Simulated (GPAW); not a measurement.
Consider BaCu2S2 (I4/mmm).

```
Ba Cu S
1.0
    -1.95096    1.95096    6.32505
     1.95096   -1.95096    6.32505
     1.95096    1.95096   -6.32505
Ba Cu S
1 2 2
Direct
  0.00000 0.00000 0.00000
  0.25000 0.75000 0.50000
  0.75000 0.25000 0.50000
  0.35899 0.35899 0.00000
  0.64101 0.64101 0.00000
```

Absorber: atom 2, with 4 S at 2.39 Å (tetrahedral, site symmetry -4m2). Method: GPAW, LDA, full core hole (charged cell), 20-atom cell with 6.9 Å between holes, 2×2×2 k points, dipole transitions, Gaussian full width 1.55 eV up to 4 eV, rising linearly to 3.5 eV at 25 eV.

**Question.** Predict the near-edge structure at the Cu K edge.

Main maxima up to 29 eV above the zero (height): 6.6 eV (1.54), 11.2 eV (1.33), 17.8 eV (1.20) and 27.4 eV (1.11). A K edge sees empty p states on the absorber. The total-energy difference plus the lowest empty eigenvalue puts the zero at 8991.48 eV. One term is added: -29.79 eV, since the hole is spin-paired here and a spin-polarised one costs that much less in the free atom (computed apart). The photon energy is then 8961.69 eV. The tabulated edge of the element is 8979 eV. The functional and the charged cell's background leave an error in such absolute values: in the free atom LDA prices this hole 18.3 eV below PBE (computed apart), and PBE is itself good to a few eV.

The Cu K spectrum (energy from the lowest empty level; intensity scaled to a mean of 1 over the first 20 eV; polarised curves are means over the symmetry-equivalent atoms):

```csv
E (eV),isotropic,ε ⊥ c,ε ∥ c
-2.00,0.00,0.00,0.00
-1.25,0.00,0.00,0.00
-0.50,0.01,0.00,0.02
0.25,0.05,0.03,0.08
1.00,0.18,0.14,0.26
1.75,0.39,0.34,0.48
2.50,0.58,0.59,0.56
3.25,0.75,0.81,0.63
4.00,0.90,0.94,0.83
4.75,1.01,1.01,1.02
5.50,1.20,1.17,1.26
6.25,1.50,1.38,1.76
7.00,1.45,1.31,1.72
7.75,1.17,1.15,1.22
8.50,0.98,0.99,0.97
9.25,0.89,0.88,0.92
10.00,1.03,1.02,1.04
10.75,1.27,1.32,1.17
11.50,1.32,1.41,1.15
12.25,1.21,1.31,1.02
13.00,1.09,1.18,0.90
13.75,1.01,1.08,0.85
14.50,0.99,1.04,0.90
15.25,1.02,1.03,0.98
16.00,1.06,1.06,1.06
16.75,1.13,1.12,1.15
17.50,1.19,1.17,1.24
18.25,1.18,1.15,1.25
19.00,1.12,1.08,1.20
19.75,1.05,1.01,1.12
20.50,1.01,0.98,1.05
21.25,1.00,0.99,1.00
22.00,1.00,1.01,0.96
22.75,0.99,1.01,0.94
23.50,0.98,0.99,0.95
24.25,0.97,0.97,0.98
25.00,0.98,0.97,1.02
25.75,1.02,1.01,1.05
26.50,1.08,1.08,1.06
27.25,1.11,1.14,1.03
28.00,1.08,1.14,0.97
28.75,1.00,1.05,0.90
29.50,0.90,0.92,0.85
```

The script folds with a Gaussian, whereas the core hole's own line is a Lorentzian, so the onset is too steep and the first peak too high. The mesh is coarse (0.50 Å⁻¹ between points), so small maxima may be mesh ripples. The structure is a computed Materials Project entry and may be a hypothetical form.

[Banner, clock and machine lines of the logs are left out without a mark of their own.]

[Logs are printed without paths, hosts, clocks, repeated set-up lines and the standing remarks that a program may print on its own settings, such as how far it seeks lower states.]

[Hosts, paths, dates, database ids (printed as entryN), source tags and the programs' standing remarks are cut or masked in the printed files.]

[Lists of maxima count a maximum above −3 eV only where it reaches 4 % of the highest in the window and stands out from its surroundings by 2 % of it (1.5 % where it reaches 55 %); shoulders and weaker maxima are passed over, and of the rest the first, up to two pre-edge ones and the few strongest are named.]
